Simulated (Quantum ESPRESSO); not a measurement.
# Si(111), F on both faces, 5 bilayers against a metal electrode: a series in the charge of the slab, part 3 of 4

What law, if any, do the results for Si(111), F on both faces, 5 bilayers against a metal electrode follow against the charge of the slab?

Quantum ESPRESSO 7.5; plane-wave DFT, PBE, GBRV ultrasoft pseudopotentials.

So far. Step 2 (Relaxing cell and ions of the reference):  The last row is no step: it is a fresh SCF in the final cell with a new plane-wave basis, +0 meV from the row before. Step 3 (Relaxing the ions of the reference): The relaxation lowers the energy by 8 meV an atom.

**4. Ground state, 0 ×10¹³ e/cm²**

A run under open boundaries on these atoms gives the vacuum levels.

The input, m2.esm.in:

```
&control
  prefix = 'm2.esm'
  outdir = './out'
  pseudo_dir = './pseudo'
  calculation = 'scf'
  tprnfor = .true.
/
&system
  ibrav = 0
  nat = 12
  ntyp = 2
  ecutwfc = 40
  ecutrho = 200
  occupations = 'smearing'
  smearing = 'fd'
  degauss = 0.004
  assume_isolated = 'esm'
  esm_bc = 'bc3'
  tot_charge = 0.0
/
&electrons
  conv_thr = 1e-08
  mixing_beta = 0.4
  electron_maxstep = 120
  mixing_mode = 'plain'
/
ATOMIC_SPECIES
  F   18.9984  f_pbe_v1.4.uspp.F.UPF
  Si  28.0850  si_pbe_v1.uspp.F.UPF
CELL_PARAMETERS angstrom
  3.86699878700000 0.00000000000000 0.00000000000000
  -1.93349939350000 3.34891918620291 0.00000000000000
  0.00000000000000 0.00000000000000 31.75482431705379
ATOMIC_POSITIONS crystal
  F   0.000000000000 0.000000000000 -0.214031715519
  Si  0.000000000000 0.000000000000 -0.162861032719
  Si  0.333333333300 0.666666666700 -0.139085899519
  Si  0.333333333300 0.666666666700 -0.064451253419
  Si  0.666666666700 0.333333333300 -0.039684691019
  Si  0.666666666700 0.333333333300 0.034799551581
  Si  0.000000000000 0.000000000000 0.059674282381
  Si  0.000000000000 0.000000000000 0.134158524981
  Si  0.333333333300 0.666666666700 0.158925087381
  Si  0.333333333300 0.666666666700 0.233559733481
  Si  0.666666666700 0.333333333300 0.257334866681
  F   0.666666666700 0.333333333300 0.308505549481
K_POINTS automatic
  24 24 1 0 0 0
```

Run with:

```
$ OMP_NUM_THREADS=1 mpirun -n 8 pw.x -nk 8 -in m2.esm.in > m2.esm.out
```

The program printed:

```text
[banner, memory and clock lines left out]
Program PWSCF v.7.5 starts
[citation notice left out]

[...]
Message from routine setup:
[...]
bravais-lattice index     =            0
     lattice parameter (alat)  =       7.3076  a.u.
     unit-cell volume          =    2775.1408 (a.u.)^3
     number of atoms/cell      =           12
     number of atomic types    =            2
     number of electrons       =        54.00
     number of Kohn-Sham states=           32
     kinetic-energy cutoff     =      40.0000  Ry
     charge density cutoff     =     200.0000  Ry
     scf convergence threshold =      1.0E-08
     mixing beta               =       0.4000
     number of iterations used =            8  plain     mixing
     Exchange-correlation= SLA  PW   PBE  PBE
                           (   1   4   3   4   0   0   0)

     Effective Screening Medium Method
     Boundary Conditions: Vacuum-Slab-Metal
     total charge in unit cell        =   0.0000
     grid points for fit at edges     =        4

[...]
PseudoPot. # 1 for F  read from file:
     ./pseudo/f_pbe_v1.4.uspp.F.UPF
     Pseudo is Ultrasoft, Zval =  7.0
     Generated by new atomic code, or converted to UPF format
     Using radial grid of  799 points,  4 beta functions with:
                l(1) =   0
                l(2) =   0
                l(3) =   1
                l(4) =   1
     Q(r) pseudized with  8 coefficients,  rinner =    0.950   0.950   0.950

     PseudoPot. # 2 for Si read from file:
     ./pseudo/si_pbe_v1.uspp.F.UPF
     Pseudo is Ultrasoft + core correction, Zval =  4.0
     Generated by new atomic code, or converted to UPF format
     Using radial grid of  899 points,  6 beta functions with:
                l(1) =   0
                l(2) =   0
                l(3) =   1
                l(4) =   1
                l(5) =   2
                l(6) =   2
     Q(r) pseudized with  8 coefficients,  rinner =    0.900   0.900   0.900
                                                       0.900   0.900

     atomic species   valence    mass     pseudopotential
     F                 7.00    18.99840     F ( 1.00)
     Si                4.00    28.08500     Si( 1.00)

      6 Sym. Ops. (no inversion) found

[...]
number of k points=    61  Fermi-Dirac smearing, width (Ry)=  0.0040
[...]
Dense  grid:   132847 G-vectors     FFT dimensions: (  36,  36, 288)

     Smooth grid:    94831 G-vectors     FFT dimensions: (  30,  30, 243)

     Initial potential from superposition of free atoms

     starting charge      53.9933, renormalised to      54.0000

     negative rho (up, down):  1.125E-03 0.000E+00
     Starting wfcs are   48 randomized atomic wfcs

     per-process dynamical memory:   153.0 Mb

     Self-consistent Calculation

     iteration #  1     ecut=    40.00 Ry     beta= 0.40
     Davidson diagonalization with overlap
     ethr =  1.00E-02,  avg # of iterations =  5.6

     Threshold (ethr) on eigenvalues was too large:
     Diagonalizing with lowered threshold

     Davidson diagonalization with overlap
     ethr =  9.61E-04,  avg # of iterations =  5.9

     negative rho (up, down):  8.885E-04 0.000E+00

     total energy              =    -193.18678226 Ry
     estimated scf accuracy    <       0.52849493 Ry

     iteration #  2     ecut=    40.00 Ry     beta= 0.40
[...]
negative rho (up, down):  8.707E-04 0.000E+00

[...]
total energy              =    -193.28133060 Ry
     estimated scf accuracy    <       0.10834600 Ry

     iteration #  3     ecut=    40.00 Ry     beta= 0.40
[...]
negative rho (up, down):  9.705E-04 0.000E+00

[...]
total energy              =    -193.37009490 Ry
     estimated scf accuracy    <       0.09384853 Ry

     iteration #  4     ecut=    40.00 Ry     beta= 0.40
[...]
negative rho (up, down):  1.278E-03 0.000E+00

[...]
total energy              =    -193.36536853 Ry
     estimated scf accuracy    <       0.03681862 Ry

     iteration #  5     ecut=    40.00 Ry     beta= 0.40
[...]
negative rho (up, down):  1.253E-03 0.000E+00

[...]
total energy              =    -193.37726872 Ry
     estimated scf accuracy    <       0.04281058 Ry

     iteration #  6     ecut=    40.00 Ry     beta= 0.40
[...]
negative rho (up, down):  1.260E-03 0.000E+00

[...]
total energy              =    -193.38225723 Ry
     estimated scf accuracy    <       0.00853161 Ry

[...]
iteration # 27     ecut=    40.00 Ry     beta= 0.40
[...]
negative rho (up, down):  1.437E-03 0.000E+00

[...]
total energy              =    -193.39317686 Ry
     estimated scf accuracy    <       0.00000006 Ry

     iteration # 28     ecut=    40.00 Ry     beta= 0.40
[...]
negative rho (up, down):  1.437E-03 0.000E+00

[...]
total energy              =    -193.39317689 Ry
     estimated scf accuracy    <       0.00000006 Ry

     iteration # 29     ecut=    40.00 Ry     beta= 0.40
[...]
negative rho (up, down):  1.437E-03 0.000E+00

[...]
total energy              =    -193.39317685 Ry
     estimated scf accuracy    <       0.00000004 Ry

     iteration # 30     ecut=    40.00 Ry     beta= 0.40
[...]
negative rho (up, down):  1.437E-03 0.000E+00

[...]
End of self-consistent calculation

          k = 0.0000 0.0000 0.0000 ( 11923 PWs)   bands (ev):

   -31.0586 -31.0585 -18.4056 -18.0657 -17.5358 -16.9346 -16.4315 -13.7110
   -13.4864 -12.5246 -11.6635 -11.6635 -11.6634 -11.6634 -11.1504  -9.5143
    -7.8083  -7.8074  -7.8074  -7.5802  -7.5802  -7.2190  -7.2190  -6.8350
    -6.8350  -6.6705  -6.6705  -5.2492  -5.1055  -4.9876  -4.5977  -4.3163

          k = 0.0000 0.0481 0.0000 ( 11951 PWs)   bands (ev):

   -31.0582 -31.0581 -18.3858 -18.0462 -17.5169 -16.9163 -16.4126 -13.7076
   -13.4850 -12.5203 -11.6764 -11.6713 -11.6661 -11.6659 -11.1416  -9.5154
    -8.0041  -7.8608  -7.8439  -7.7471  -7.6240  -7.3879  -7.2527  -6.9894
    -6.8630  -6.8389  -6.6951  -5.1035  -4.9613  -4.8592  -4.4870  -4.2285

[...]
the Fermi energy is    -6.2952 ev

!    total energy              =    -193.39317686 Ry
     estimated scf accuracy    <          5.1E-09 Ry
     smearing contrib. (-TS)   =      -0.00000216 Ry
     internal energy E=F+TS    =    -193.39317470 Ry

     The total energy is F=E-TS. E is the sum of the following terms:
     one-electron contribution =  -33205.27375100 Ry
     hartree contribution      =   16605.19084120 Ry
     xc contribution           =     -61.74651001 Ry
     ewald contribution        =   16468.43624511 Ry

     convergence has been achieved in  30 iterations

     negative rho (up, down):  1.437E-03 0.000E+00

     Forces acting on atoms (cartesian axes, Ry/au):

     atom    1 type  1   force =     0.00000000   -0.00000000    0.00005762
     atom    2 type  2   force =     0.00000000   -0.00000000   -0.00027933
     atom    3 type  2   force =     0.00000000   -0.00000000    0.00029556
     atom    4 type  2   force =     0.00000000    0.00000000   -0.00070178
     atom    5 type  2   force =     0.00000000    0.00000000    0.00038102
     atom    6 type  2   force =     0.00000000    0.00000000    0.00071518
     atom    7 type  2   force =     0.00000000    0.00000000   -0.00070916
     atom    8 type  2   force =     0.00000000    0.00000000   -0.00037538
     atom    9 type  2   force =     0.00000000    0.00000000    0.00069681
     atom   10 type  2   force =     0.00000000    0.00000000   -0.00030213
     atom   11 type  2   force =     0.00000000    0.00000000    0.00026174
     atom   12 type  1   force =     0.00000000    0.00000000   -0.00001950

     Total force =     0.001615     Total SCF correction =     0.000206
     SCF correction compared to forces is large: reduce conv_thr to get better values

[...]
```

Wall time 6.9 min (8 MPI ranks of Arm Neoverse V1, shared host); peak memory 1.8 GiB; 55 min of CPU time.

Read from the output:

| Property | Result |
| --- | --- |
| Fermi energy | -6.295 eV |
| vacuum line at the lower end of the cell, over the Fermi level | 6.294 eV |
| slope of the potential above | 1.17e-5 eV/Å |
| vacuum line at the upper end of the cell, over the Fermi level | 6.295 eV |

The potential energy, planar mean oscillates, so the rows of the table below give means over windows of 3.09 Å about each position, cut where the curve ends. Its maxima inside the range that stand out by 2 % of the span (Å: eV): -6.3: 1.58, -3.2: 1.66, -0.1: 1.67, 3.1: 1.69, 6.3: 1.65, 9.3: 1.61. Its minima: -6.7: -0.597, -4.8: -11.5, -1.6: -11.4, 1.5: -11.3, 4.6: -11.4, 7.8: -11.5, 9.7: -0.565.

Electrostatic potential energy of an electron; zero at the Fermi level. Table of potential energy, planar mean by z; means over each step:

z (Å), potential energy, planar mean (eV) and a bar from the least value:
```
   -14.34        6.3 ##############################
   -11.25        6.3 ##############################
    -8.16        5.0 ###########################
    -5.07       -5.1 
    -1.98       -5.1 
     1.11       -5.0 
     4.20       -5.0 
     7.29       -5.0 
    10.38        3.6 #######################
    13.47        6.3 ##############################
```

Inside the slab this potential holds the local part of the pseudopotentials, which can be repulsive at the nuclei; only its value in the vacuum has a meaning of its own.

**5. Self-consistent run, 1 ×10¹³ e/cm²**

m3.esm.in is the input of step 4 with these lines changed:

```diff
@@ -1,3 +1,3 @@
 &control
-  prefix = 'm2.esm'
+  prefix = 'm3.esm'
   outdir = './out'
@@ -18,3 +18,3 @@
   esm_bc = 'bc3'
-  tot_charge = 0.0
+  tot_charge = 0.01296
 /
@@ -25,2 +25,3 @@
   mixing_mode = 'plain'
+  startingpot = 'file'
 /
```

Run with:

```
$ cp -r out/m2.esm.save out/m3.esm.save
$ OMP_NUM_THREADS=1 mpirun -n 8 pw.x -nk 8 -in m3.esm.in > m3.esm.out
```

The program printed:

```text
[banner, memory and clock lines left out]
Program PWSCF v.7.5 starts
[...]
Message from routine setup:
[...]
number of electrons       =        53.99
     number of Kohn-Sham states=           32
     kinetic-energy cutoff     =      40.0000  Ry
     charge density cutoff     =     200.0000  Ry
[...]
number of k points=    61  Fermi-Dirac smearing, width (Ry)=  0.0040
[...]
Dense  grid:   132847 G-vectors     FFT dimensions: (  36,  36, 288)
[...]
The initial density is read from file :
[...]
negative rho (up, down):  1.436E-03 0.000E+00
     Starting wfcs are   48 randomized atomic wfcs
[...]
negative rho (up, down):  1.430E-03 0.000E+00
[...]
estimated scf accuracy    <       0.02470908 Ry
[...]
negative rho (up, down):  1.425E-03 0.000E+00
[...]
estimated scf accuracy    <       6.31769478 Ry
[...]
negative rho (up, down):  1.427E-03 0.000E+00
[...]
estimated scf accuracy    <       0.01461295 Ry
[...]
negative rho (up, down):  1.429E-03 0.000E+00
[...]
estimated scf accuracy    <       0.00420302 Ry
[...]
negative rho (up, down):  1.430E-03 0.000E+00
[...]
estimated scf accuracy    <       0.00389548 Ry
[...]
negative rho (up, down):  1.432E-03 0.000E+00
[...]
estimated scf accuracy    <       0.00293553 Ry
[...]
negative rho (up, down):  1.434E-03 0.000E+00
[...]
estimated scf accuracy    <       0.00180957 Ry
[...]
negative rho (up, down):  1.437E-03 0.000E+00
[...]
estimated scf accuracy    <       0.00108232 Ry
[...]
negative rho (up, down):  1.437E-03 0.000E+00
[...]
estimated scf accuracy    <       0.00033870 Ry
[...]
negative rho (up, down):  1.439E-03 0.000E+00
[...]
estimated scf accuracy    <       0.00022035 Ry
[...]
negative rho (up, down):  1.439E-03 0.000E+00
[...]
estimated scf accuracy    <       0.00001152 Ry
[...]
negative rho (up, down):  1.438E-03 0.000E+00
[...]
estimated scf accuracy    <       0.00011217 Ry
[...]
negative rho (up, down):  1.438E-03 0.000E+00
[...]
estimated scf accuracy    <       0.00013951 Ry
[...]
negative rho (up, down):  1.443E-03 0.000E+00
[...]
estimated scf accuracy    <       0.00010790 Ry
[...]
negative rho (up, down):  1.440E-03 0.000E+00
[...]
estimated scf accuracy    <       0.00090868 Ry
[...]
negative rho (up, down):  1.440E-03 0.000E+00
[...]
estimated scf accuracy    <       0.00039391 Ry
[...]
negative rho (up, down):  1.437E-03 0.000E+00
[...]
estimated scf accuracy    <       0.00011077 Ry
[...]
negative rho (up, down):  1.440E-03 0.000E+00
[...]
estimated scf accuracy    <       0.00008067 Ry
[...]
negative rho (up, down):  1.442E-03 0.000E+00
[...]
estimated scf accuracy    <       0.00001866 Ry
[...]
negative rho (up, down):  1.442E-03 0.000E+00
[...]
estimated scf accuracy    <       0.00000659 Ry
[...]
negative rho (up, down):  1.442E-03 0.000E+00
[...]
estimated scf accuracy    <       0.00000892 Ry
[...]
negative rho (up, down):  1.442E-03 0.000E+00
[...]
estimated scf accuracy    <       0.00000466 Ry
[...]
negative rho (up, down):  1.442E-03 0.000E+00
[...]
estimated scf accuracy    <       0.00000300 Ry
[...]
negative rho (up, down):  1.442E-03 0.000E+00
[...]
estimated scf accuracy    <       0.00000013 Ry
[...]
negative rho (up, down):  1.442E-03 0.000E+00
[...]
estimated scf accuracy    <       0.00000042 Ry
[...]
negative rho (up, down):  1.442E-03 0.000E+00
[...]
estimated scf accuracy    <       0.00000042 Ry
[...]
negative rho (up, down):  1.442E-03 0.000E+00
[...]
estimated scf accuracy    <       0.00000058 Ry
[...]
negative rho (up, down):  1.442E-03 0.000E+00
[...]
estimated scf accuracy    <       0.00000064 Ry
[...]
negative rho (up, down):  1.442E-03 0.000E+00
[...]
estimated scf accuracy    <       0.00000063 Ry
[...]
negative rho (up, down):  1.442E-03 0.000E+00
[...]
estimated scf accuracy    <       0.00000154 Ry
[...]
negative rho (up, down):  1.442E-03 0.000E+00
[...]
estimated scf accuracy    <       0.00000001 Ry
[...]
negative rho (up, down):  1.442E-03 0.000E+00
[...]
estimated scf accuracy    <       0.00000014 Ry
[...]
negative rho (up, down):  1.442E-03 0.000E+00
[...]
estimated scf accuracy    <       0.00000008 Ry
[...]
negative rho (up, down):  1.442E-03 0.000E+00
[...]
estimated scf accuracy    <       0.00000005 Ry
[...]
negative rho (up, down):  1.442E-03 0.000E+00
[...]
the Fermi energy is    -7.8297 ev
!    total energy              =    -193.38634155 Ry
     estimated scf accuracy    <          1.1E-09 Ry
     smearing contrib. (-TS)   =      -0.00015013 Ry
     internal energy E=F+TS    =    -193.38619142 Ry
[...]
one-electron contribution =  -33200.59135787 Ry
     hartree contribution      =   16600.50523225 Ry
     xc contribution           =     -61.73631091 Ry
     ewald contribution        =   16468.43624511 Ry
     convergence has been achieved in  35 iterations
     negative rho (up, down):  1.442E-03 0.000E+00
[...]
Total force =     0.006249     Total SCF correction =     0.000071
[...]
```

Run time: 11 min. Hardware: 8 MPI ranks; peak memory 1.8 GiB; 86 min of CPU time.

Read from the output:

* Fermi energy: -7.830 eV
* vacuum line at the lower end of the cell, over the Fermi level: 6.607 eV
* slope of the potential above: 0.1806 eV/Å
* vacuum line at the upper end of the cell, over the Fermi level: 7.829 eV

Inside the slab this potential holds the local part of the pseudopotentials, which can be repulsive at the nuclei; only its value in the vacuum has a meaning of its own.

(Part 3 of 4 ends here.)

[Logs are printed without paths, hosts, clocks, repeated set-up lines and the standing remarks that a program may print on its own settings, such as how far it seeks lower states.]

[Hosts, paths, dates, database ids (printed as entryN), source tags and the programs' standing remarks are cut or masked in the printed files.]

[Maps of the electrostatic potential energy from Ansatz leave out the sawtooth potential of an applied field or a dipole correction, so their vacuum need not be flat; planar profiles and work functions include it.]
